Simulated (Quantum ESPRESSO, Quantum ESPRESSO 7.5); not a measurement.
## Au(111), 5 layers: cutoff convergence

Which setting serves for Au(111), 5 layers? The runs below step through one kind of setting.

Calculated with Quantum ESPRESSO 7.5; plane-wave DFT, PBE, GBRV ultrasoft pseudopotentials.

## (1) Starting point

The cell holds 5 atoms: 5 Au. Cell: a = 2.885 Å, b = 2.885 Å, c = 25.422 Å, α = 90.0°, β = 90.0°, γ = 60.0°. It derives from Au. Vacuum lies along c.

## (2) Self-consistent run: ecutwfc 60 Ry, ecutrho 300 Ry

The first run is the reference of the series.

c0.in

```
&control
  prefix = 'c0'
  outdir = './out'
  pseudo_dir = './pseudo'
  calculation = 'scf'
  tprnfor = .true.
/
&system
  ibrav = 0
  nat = 5
  ntyp = 1
  ecutwfc = 60
  ecutrho = 300
  occupations = 'smearing'
  smearing = 'mv'
  degauss = 0.02
  assume_isolated = 'esm'
  esm_bc = 'bc1'
/
&electrons
  conv_thr = 1e-07
  mixing_beta = 0.4
  electron_maxstep = 120
  mixing_mode = 'local-TF'
/
ATOMIC_SPECIES
  Au  196.9666  au_pbe_v1.uspp.F.UPF
CELL_PARAMETERS angstrom
  2.88499566724111 0.00000000000000 0.00000000000000
  1.44249783362056 2.49847953763884 0.00000000000000
  0.00000000000000 0.00000000000000 25.42235639317470
ATOMIC_POSITIONS crystal
  Au  0.666666666700 0.666666666700 -0.185316346122
  Au  0.000000000000 0.000000000000 -0.092658173061
  Au  0.333333333300 0.333333333300 0.000000000000
  Au  0.666666666700 0.666666666700 0.092658173061
  Au  0.000000000000 0.000000000000 0.185316346122
K_POINTS automatic
  12 12 1 0 0 0
```

The run is started by

```sh
$ OMP_NUM_THREADS=1 mpirun -n 4 pw.x -nk 4 -in c0.in > c0.out
```

The log of the run:

```text
Program PWSCF v.7.5 starts
[citation notice left out]

     Parallel version (MPI & OpenMP), running on       4 processor cores
     Number of MPI processes:                 4
     Threads/MPI process:                     1

     MPI processes distributed on     1 nodes
[...]
Current dimensions of program PWSCF are:
     Max number of different atomic species (ntypx) = 10
     Max number of k-points (npk) =  40000
     Max angular momentum in pseudopotentials (lmaxx) =  4
     Message from routine setup:
     using ibrav=0 with symmetry is DISCOURAGED, use correct ibrav instead

     K-points division:     npool     =       4
     Subspace diagonalization in iterative solution of the eigenvalue problem:
     a serial algorithm will be used

     G-vector sticks info
     --------------------
     sticks:   dense  smooth     PW     G-vecs:    dense   smooth      PW
     Sum         613     499    151               108157    77883   13409

     Using Slab Decomposition

     bravais-lattice index     =            0
     lattice parameter (alat)  =       5.4519  a.u.
     unit-cell volume          =    1236.6117 (a.u.)^3
     number of atoms/cell      =            5
     number of atomic types    =            1
     number of electrons       =        55.00
     number of Kohn-Sham states=           34
     kinetic-energy cutoff     =      60.0000  Ry
     charge density cutoff     =     300.0000  Ry
     scf convergence threshold =      1.0E-07
     mixing beta               =       0.4000
     number of iterations used =            8  local-TF  mixing
     Exchange-correlation= SLA  PW   PBE  PBE
                           (   1   4   3   4   0   0   0)

     Effective Screening Medium Method
     =================================
     Boundary Conditions: Vacuum-Slab-Vacuum
     total charge in unit cell        =   0.0000
     grid points for fit at edges     =        4

     celldm(1)=   5.451852  celldm(2)=   0.000000  celldm(3)=   0.000000
     celldm(4)=   0.000000  celldm(5)=   0.000000  celldm(6)=   0.000000

     crystal axes: (cart. coord. in units of alat)
               a(1) = (   1.000000   0.000000   0.000000 )
               a(2) = (   0.500000   0.866025   0.000000 )
               a(3) = (   0.000000   0.000000   8.811922 )

     reciprocal axes: (cart. coord. in units 2 pi/alat)
               b(1) = (  1.000000 -0.577350  0.000000 )
               b(2) = (  0.000000  1.154701  0.000000 )
               b(3) = (  0.000000  0.000000  0.113483 )

     PseudoPot. # 1 for Au read from file:
     ./pseudo/au_pbe_v1.uspp.F.UPF
     Pseudo is Ultrasoft + core correction, Zval = 11.0
     Generated by new atomic code, or converted to UPF format
     Using radial grid of  985 points,  7 beta functions with:
                l(1) =   0
                l(2) =   0
                l(3) =   1
                l(4) =   1
                l(5) =   2
                l(6) =   2
                l(7) =   3
     Q(r) pseudized with  6 coefficients,  rinner =    1.900   1.900   1.900
                                                       1.900   1.900   1.900
                                                       1.900

     atomic species   valence    mass     pseudopotential
     Au               11.00   196.96660     Au( 1.00)

     12 Sym. Ops., with inversion, found ( 6 have fractional translation)

   Cartesian axes

     site n.     atom                  positions (alat units)
         1        Au     tau(   1) = (   1.0000000   0.5773503  -1.6329932  )
         2        Au     tau(   2) = (   0.0000000   0.0000000  -0.8164966  )
         3        Au     tau(   3) = (   0.5000000   0.2886751   0.0000000  )
         4        Au     tau(   4) = (   1.0000000   0.5773503   0.8164966  )
         5        Au     tau(   5) = (   0.0000000   0.0000000   1.6329932  )

     number of k points=    19  Marzari-Vanderbilt smearing, width (Ry)=  0.0200
                       cart. coord. in units 2pi/alat
        k(    1) = (   0.0000000   0.0000000   0.0000000), wk =   0.0138889
        k(    2) = (   0.0000000   0.0962250   0.0000000), wk =   0.0833333
        k(    3) = (   0.0000000   0.1924501   0.0000000), wk =   0.0833333
        k(    4) = (   0.0000000   0.2886751   0.0000000), wk =   0.0833333
        k(    5) = (   0.0000000   0.3849002   0.0000000), wk =   0.0833333
        k(    6) = (   0.0000000   0.4811252   0.0000000), wk =   0.0833333
        k(    7) = (   0.0000000  -0.5773503   0.0000000), wk =   0.0416667
        k(    8) = (   0.0833333   0.1443376   0.0000000), wk =   0.0833333
        k(    9) = (   0.0833333   0.2405626   0.0000000), wk =   0.1666667
        k(   10) = (   0.0833333   0.3367877   0.0000000), wk =   0.1666667
[...]
k(   19) = (   0.3333333  -0.5773503   0.0000000), wk =   0.0277778

     Dense  grid:   108157 G-vectors     FFT dimensions: (  36,  36, 270)

     Smooth grid:    77883 G-vectors     FFT dimensions: (  27,  27, 240)

     Estimated max dynamical RAM per process >     271.54 MB

     Estimated total dynamical RAM >    1006.94 MB

     Check: negative core charge=   -0.000003

     Initial potential from superposition of free atoms

     starting charge      54.9994, renormalised to      55.0000

     negative rho (up, down):  8.942E-06 0.000E+00
     Starting wfcs are   45 randomized atomic wfcs

     total cpu time spent up to now is        1.9 secs

     per-process dynamical memory:   114.9 Mb

     Self-consistent Calculation

     iteration #  1     ecut=    60.00 Ry     beta= 0.40
     Davidson diagonalization with overlap
     ethr =  1.00E-02,  avg # of iterations =  8.4

     Threshold (ethr) on eigenvalues was too large:
     Diagonalizing with lowered threshold

     Davidson diagonalization with overlap
     ethr =  3.88E-04,  avg # of iterations =  8.0

     negative rho (up, down):  1.688E-03 0.000E+00

     total cpu time spent up to now is       10.6 secs

     total energy              =    -574.86865652 Ry
     estimated scf accuracy    <       0.23843191 Ry

     iteration #  2     ecut=    60.00 Ry     beta= 0.40
[...]
negative rho (up, down):  7.043E-03 0.000E+00

[...]
total energy              =    -574.82865691 Ry
     estimated scf accuracy    <       0.10797411 Ry

     iteration #  3     ecut=    60.00 Ry     beta= 0.40
[...]
c_bands:  1 eigenvalues not converged
     c_bands:  1 eigenvalues not converged
     c_bands:  1 eigenvalues not converged
     c_bands:  1 eigenvalues not converged
[...]
c_bands:  1 eigenvalues not converged
     c_bands:  1 eigenvalues not converged
[...]
negative rho (up, down):  2.054E-03 0.000E+00

[...]
total energy              =    -574.88835146 Ry
     estimated scf accuracy    <       0.00010816 Ry

     iteration #  7     ecut=    60.00 Ry     beta= 0.40
[...]
c_bands:  2 eigenvalues not converged
[...]
negative rho (up, down):  2.047E-03 0.000E+00

[...]
total energy              =    -574.88913327 Ry
     estimated scf accuracy    <       0.00038495 Ry

     iteration #  8     ecut=    60.00 Ry     beta= 0.40
[...]
c_bands:  1 eigenvalues not converged
[...]
negative rho (up, down):  1.461E-03 0.000E+00

[...]
total energy              =    -574.88908209 Ry
     estimated scf accuracy    <       0.00025208 Ry

     iteration #  9     ecut=    60.00 Ry     beta= 0.40
[...]
negative rho (up, down):  1.301E-03 0.000E+00

[...]
total energy              =    -574.88913162 Ry
     estimated scf accuracy    <       0.00018993 Ry

     iteration # 10     ecut=    60.00 Ry     beta= 0.40
[...]
negative rho (up, down):  9.931E-04 0.000E+00

[...]
total energy              =    -574.88910892 Ry
     estimated scf accuracy    <       0.00005304 Ry

     iteration # 11     ecut=    60.00 Ry     beta= 0.40
[...]
negative rho (up, down):  7.941E-04 0.000E+00

[...]
total energy              =    -574.88916973 Ry
     estimated scf accuracy    <       0.00001469 Ry

     iteration # 12     ecut=    60.00 Ry     beta= 0.40
[...]
negative rho (up, down):  4.552E-04 0.000E+00

[...]
total energy              =    -574.88921454 Ry
     estimated scf accuracy    <       0.00000803 Ry

     iteration # 13     ecut=    60.00 Ry     beta= 0.40
[...]
negative rho (up, down):  8.860E-05 0.000E+00

[...]
total energy              =    -574.88930934 Ry
     estimated scf accuracy    <       0.00000482 Ry

     iteration # 14     ecut=    60.00 Ry     beta= 0.40
[...]
negative rho (up, down):  2.676E-05 0.000E+00

[...]
total energy              =    -574.88934006 Ry
     estimated scf accuracy    <       0.00005680 Ry

     iteration # 15     ecut=    60.00 Ry     beta= 0.40
[...]
negative rho (up, down):  1.259E-05 0.000E+00

[...]
total energy              =    -574.88935436 Ry
     estimated scf accuracy    <       0.00003131 Ry

     iteration # 16     ecut=    60.00 Ry     beta= 0.40
[...]
negative rho (up, down):  1.460E-05 0.000E+00

[...]
total energy              =    -574.88934707 Ry
     estimated scf accuracy    <       0.00000055 Ry

     iteration # 17     ecut=    60.00 Ry     beta= 0.40
[...]
negative rho (up, down):  1.512E-05 0.000E+00

[...]
total energy              =    -574.88934787 Ry
     estimated scf accuracy    <       0.00000034 Ry

     iteration # 18     ecut=    60.00 Ry     beta= 0.40
[...]
negative rho (up, down):  1.561E-05 0.000E+00

[...]
total energy              =    -574.88934590 Ry
     estimated scf accuracy    <       0.00000046 Ry

     iteration # 19     ecut=    60.00 Ry     beta= 0.40
[...]
negative rho (up, down):  2.090E-05 0.000E+00

[...]
total energy              =    -574.88934308 Ry
     estimated scf accuracy    <       0.00000014 Ry

     iteration # 20     ecut=    60.00 Ry     beta= 0.40
[...]
negative rho (up, down):  2.926E-05 0.000E+00

[...]
End of self-consistent calculation

          k = 0.0000 0.0000 0.0000 (  9755 PWs)   bands (ev):

   -14.7077 -13.8693 -12.8491 -12.3318 -12.2983  -9.9214  -9.8481  -9.8211
    -9.8211  -9.7195  -9.7195  -9.6631  -9.6631  -9.4775  -9.2940  -9.2940
    -9.2611  -9.2611  -8.3741  -8.3239  -8.3239  -8.2093  -8.2093  -7.8323
    -7.8323  -7.3778  -7.3778  -7.1461  -7.1461  -6.1023  -5.1458  -0.9813
    -0.4258  -0.3234

          k = 0.0000 0.0962 0.0000 (  9769 PWs)   bands (ev):

   -14.4952 -13.6622 -12.6444 -12.1471 -12.0999 -10.0650 -10.0136  -9.9126
    -9.7186  -9.6928  -9.6724  -9.6208  -9.5376  -9.5272  -9.3384  -9.2824
    -9.1856  -9.1310  -8.8136  -8.4486  -8.4322  -8.1789  -8.1432  -7.8312
    -7.7647  -7.6180  -7.3762  -7.1364  -7.1247  -5.6472  -4.5109  -0.8521
    -0.2602  -0.2010

          k = 0.0000 0.1925 0.0000 (  9725 PWs)   bands (ev):

   -13.8959 -13.0972 -12.1155 -11.6803 -11.5875 -10.4540 -10.2118 -10.1422
    -9.9762  -9.7573  -9.5624  -9.4450  -9.4385  -9.3199  -9.2921  -9.1856
    -9.1445  -8.9684  -8.7667  -8.6960  -8.4662  -8.3729  -8.1576  -8.0949
    -7.8322  -7.5867  -7.3764  -7.1126  -6.5277  -4.8489  -3.2367  -0.4780
     0.2037   0.2493

          k = 0.0000 0.2887 0.0000 (  9686 PWs)   bands (ev):

   -13.0667 -12.4101 -11.6827 -11.3365 -11.1243 -10.8499 -10.4736 -10.2311
   -10.1351  -9.7461  -9.5848  -9.4216  -9.3902  -9.2652  -8.9649  -8.9484
    -8.9158  -8.7594  -8.5652  -8.4817  -8.2646  -8.0898  -8.0897  -7.9406
    -7.7829  -7.3798  -7.2439  -7.0835  -5.8547  -4.0354  -1.7938   0.1654
     0.9568   1.0961

          k = 0.0000 0.3849 0.0000 (  9674 PWs)   bands (ev):

   -12.4154 -11.9943 -11.7227 -11.4508 -11.2336 -11.1028 -10.8015 -10.1741
    -9.9070  -9.6546  -9.5141  -9.4329  -9.3807  -9.0023  -8.7423  -8.3794
    -8.2622  -8.2068  -7.9730  -7.8175  -7.7829  -7.7022  -7.6128  -7.4692
    -7.4234  -7.3016  -7.0389  -6.7324  -5.0405  -3.1373  -0.5071   1.1289
     1.4560   1.9537

          k = 0.0000 0.4811 0.0000 (  9700 PWs)   bands (ev):

   -12.2485 -11.9883 -11.7855 -11.6581 -11.4011 -11.2366 -11.0302 -10.2653
    -9.9168  -9.8281  -9.6331  -9.1921  -9.0764  -8.8685  -8.3151  -8.1429
    -7.7015  -7.6408  -7.3309  -7.2752  -7.2736  -7.2022  -7.0338  -6.8761
    -6.8398  -6.7116  -6.1783  -5.5436  -3.8949  -2.0020  -1.4915  -0.7854
     0.1420   1.2943

[...]
the Fermi energy is    -5.1950 ev

!    total energy              =    -574.88933886 Ry
     estimated scf accuracy    <       0.00000002 Ry
     smearing contrib. (-TS)   =      -0.00042853 Ry
     internal energy E=F+TS    =    -574.88891033 Ry

     The total energy is F=E-TS. E is the sum of the following terms:
     one-electron contribution =   10874.01745938 Ry
     hartree contribution      =   -5409.67840102 Ry
     xc contribution           =    -311.22877397 Ry
     ewald contribution        =   -5727.99919472 Ry

     convergence has been achieved in  20 iterations

     negative rho (up, down):  2.926E-05 0.000E+00

     Forces acting on atoms (cartesian axes, Ry/au):

     atom    1 type  1   force =     0.00000000    0.00000000   -0.01843660
     atom    2 type  1   force =     0.00000000   -0.00000000    0.00528857
     atom    3 type  1   force =     0.00000000    0.00000000    0.00000000
     atom    4 type  1   force =    -0.00000000   -0.00000000   -0.00528857
     atom    5 type  1   force =     0.00000000   -0.00000000    0.01843660

     Total force =     0.027125     Total SCF correction =     0.000778

[...]
=------------------------------------------------------------------------------=
   JOB DONE.
=------------------------------------------------------------------------------=
[...]
```

Run time: 2.3 min. Hardware: 4 MPI ranks of Arm Neoverse V2, shared host; peak memory 1.1 GiB; 9.4 min of CPU time.

Read from the output:

- free energy: -7821.7679 eV
- Fermi energy: -5.195 eV
- vacuum line at the lower end of the cell, over the Fermi level: 5.195 eV
- vacuum line at the upper end of the cell, over the Fermi level: 5.195 eV

The potential energy, planar mean oscillates, so the rows of the table below give means over windows of 1.18 Å about each position, cut where the curve ends. Its maxima inside the range that stand out by 2 % of the span (Å: eV): -4.7: -1.80, -3.6: 0.432, -2.4: -2.16, -1.2: 0.329, 0.0: -2.06, 1.2: 0.329, 2.4: -2.16, 3.6: 0.432, 4.7: -1.80. Its minima: -5.1: -2.49, -4.2: -2.65, -2.8: -3.01, -1.9: -2.98, -0.5: -2.93, 0.5: -2.93, 1.9: -2.98, 2.8: -3.01, 4.2: -2.65, 5.1: -2.49.

Electrostatic potential energy of an electron; zero at the Fermi level. The potential energy, planar mean by z; means over each step:

```tsv
z (Å)	potential energy, planar mean (eV)
-12.12	5.19
-10.94	5.19
-9.76	5.19
-8.58	5.19
-7.40	5.14
-6.22	3.73
-5.04	-1.81
-3.86	-1.12
-2.68	-2.37
-1.50	-1.32
-0.32	-2.29
0.86	-1.29
2.04	-2.36
3.22	-1.28
4.40	-2.04
5.58	0.300
6.76	4.87
7.94	5.18
9.12	5.19
10.30	5.19
11.48	5.19
```

The program's own clock; routines nest. Time by routine:

```tsv
routine	wall time (s)	calls
PWSCF	140	1
electrons	137.2	1
c_bands	111.8	21
cegterg	97.05	107
h_psi	66.42	1050
fftw	50.55	38278
vloc_psi	49.98	1050
sum_band	11.08	21
calbec	9.92	1175
mix_rho	8.41	21
add_vuspsi	8.19	1050
s_psi	8.11	1050
h_psi:calbec	8.06	1050
ffts	4.84	2379
```

The vacuum levels are read from the outermost 0.7 Å of the cell on either side.

The run needed 20 iterations to bring the estimated error under 1e-07 Ry; the largest force on any atom, held or free, is 0.47 eV/Å.

Inside the slab this potential holds the local part of the pseudopotentials, which can be repulsive at the nuclei; only its value in the vacuum has a meaning of its own.

## (3) Self-consistent run: ecutwfc 50 Ry, ecutrho 250 Ry

c1.in, as its differences from the input of step 2:

```diff
@@ -1,3 +1,3 @@
 &control
-  prefix = 'c0'
+  prefix = 'c1'
   outdir = './out'
@@ -11,4 +11,4 @@
   ntyp = 1
-  ecutwfc = 60
-  ecutrho = 300
+  ecutwfc = 50
+  ecutrho = 250
   occupations = 'smearing'
```

The run is started by

```sh
$ OMP_NUM_THREADS=1 mpirun -n 4 pw.x -nk 4 -in c1.in > c1.out
```

The log of the run:

```text
[banner, memory and clock lines left out]
Program PWSCF v.7.5 starts
[...]
Message from routine setup:
[...]
number of electrons       =        55.00
     number of Kohn-Sham states=           34
     kinetic-energy cutoff     =      50.0000  Ry
     charge density cutoff     =     250.0000  Ry
[...]
number of k points=    19  Marzari-Vanderbilt smearing, width (Ry)=  0.0200
[...]
Dense  grid:    82651 G-vectors     FFT dimensions: (  27,  27, 243)
[...]
negative rho (up, down):  2.767E-05 0.000E+00
     Starting wfcs are   45 randomized atomic wfcs
[...]
negative rho (up, down):  2.157E-03 0.000E+00
[...]
estimated scf accuracy    <       0.24813655 Ry
[...]
negative rho (up, down):  8.414E-03 0.000E+00
[...]
estimated scf accuracy    <       0.10980806 Ry
[...]
negative rho (up, down):  8.045E-03 0.000E+00
[...]
estimated scf accuracy    <       0.00226617 Ry
[...]
negative rho (up, down):  7.442E-03 0.000E+00
[...]
estimated scf accuracy    <       0.00391649 Ry
[...]
negative rho (up, down):  4.663E-03 0.000E+00
[...]
estimated scf accuracy    <       0.00266841 Ry
[...]
negative rho (up, down):  3.277E-03 0.000E+00
[...]
estimated scf accuracy    <       0.00031549 Ry
[...]
negative rho (up, down):  3.218E-03 0.000E+00
[...]
estimated scf accuracy    <       0.00041243 Ry
[...]
negative rho (up, down):  2.045E-03 0.000E+00
[...]
estimated scf accuracy    <       0.00024086 Ry
[...]
negative rho (up, down):  1.730E-03 0.000E+00
[...]
estimated scf accuracy    <       0.00003118 Ry
[...]
negative rho (up, down):  1.039E-03 0.000E+00
[...]
estimated scf accuracy    <       0.00002116 Ry
[...]
negative rho (up, down):  1.104E-04 0.000E+00
[...]
estimated scf accuracy    <       0.00002818 Ry
[...]
negative rho (up, down):  2.029E-05 0.000E+00
[...]
estimated scf accuracy    <       0.00000526 Ry
[...]
negative rho (up, down):  3.835E-05 0.000E+00
[...]
estimated scf accuracy    <       0.00000655 Ry
[...]
negative rho (up, down):  4.056E-05 0.000E+00
[...]
estimated scf accuracy    <       0.00000067 Ry
[...]
negative rho (up, down):  4.738E-05 0.000E+00
[...]
estimated scf accuracy    <       0.00000029 Ry
[...]
negative rho (up, down):  5.615E-05 0.000E+00
[...]
estimated scf accuracy    <       0.00000045 Ry
[...]
negative rho (up, down):  5.573E-05 0.000E+00
[...]
estimated scf accuracy    <       0.00000012 Ry
[...]
negative rho (up, down):  5.990E-05 0.000E+00
[...]
the Fermi energy is    -5.1943 ev
!    total energy              =    -574.88916679 Ry
     estimated scf accuracy    <       0.00000007 Ry
     smearing contrib. (-TS)   =      -0.00042870 Ry
     internal energy E=F+TS    =    -574.88873809 Ry
[...]
one-electron contribution =   10873.99832752 Ry
     hartree contribution      =   -5409.65907707 Ry
     xc contribution           =    -311.22879382 Ry
     ewald contribution        =   -5727.99919472 Ry
     convergence has been achieved in  18 iterations
     negative rho (up, down):  5.990E-05 0.000E+00
[...]
Total force =     0.028271     Total SCF correction =     0.001809
[...]
```

Run time: 99 s. Hardware: 4 MPI ranks; peak memory 0.89 GiB.

Numbers from this step:

```
free energy                                                    : -7821.7656 eV
Fermi energy                                                   : -5.194 eV
vacuum line at the lower end of the cell, over the Fermi level : 5.194 eV
vacuum line at the upper end of the cell, over the Fermi level : 5.194 eV
```

The program's own clock; routines nest. Time by routine:

```tsv
routine	wall time (s)	calls
PWSCF	98.72	1
electrons	96.5	1
c_bands	77.71	19
cegterg	66.78	95
h_psi	47.58	939
fftw	37.87	32176
vloc_psi	37.11	939
sum_band	8.42	19
mix_rho	6.69	19
calbec	6.4	1054
add_vuspsi	5.21	939
s_psi	5.15	939
h_psi:calbec	5.12	939
ffts	4.23	2107
```

Counted from each run's own zero (the Fermi level), the vacuum level differs from the first run's by -1 meV.

(Part 1 of 3 ends here.)

[Logs are printed without paths, hosts, clocks, repeated set-up lines and the standing remarks that a program may print on its own settings, such as how far it seeks lower states.]

[Hosts, paths, dates, database ids (printed as entryN), source tags and the programs' standing remarks are cut or masked in the printed files.]

[Maps of the electrostatic potential energy from Ansatz leave out the sawtooth potential of an applied field or a dipole correction, so their vacuum need not be flat; planar profiles and work functions include it.]
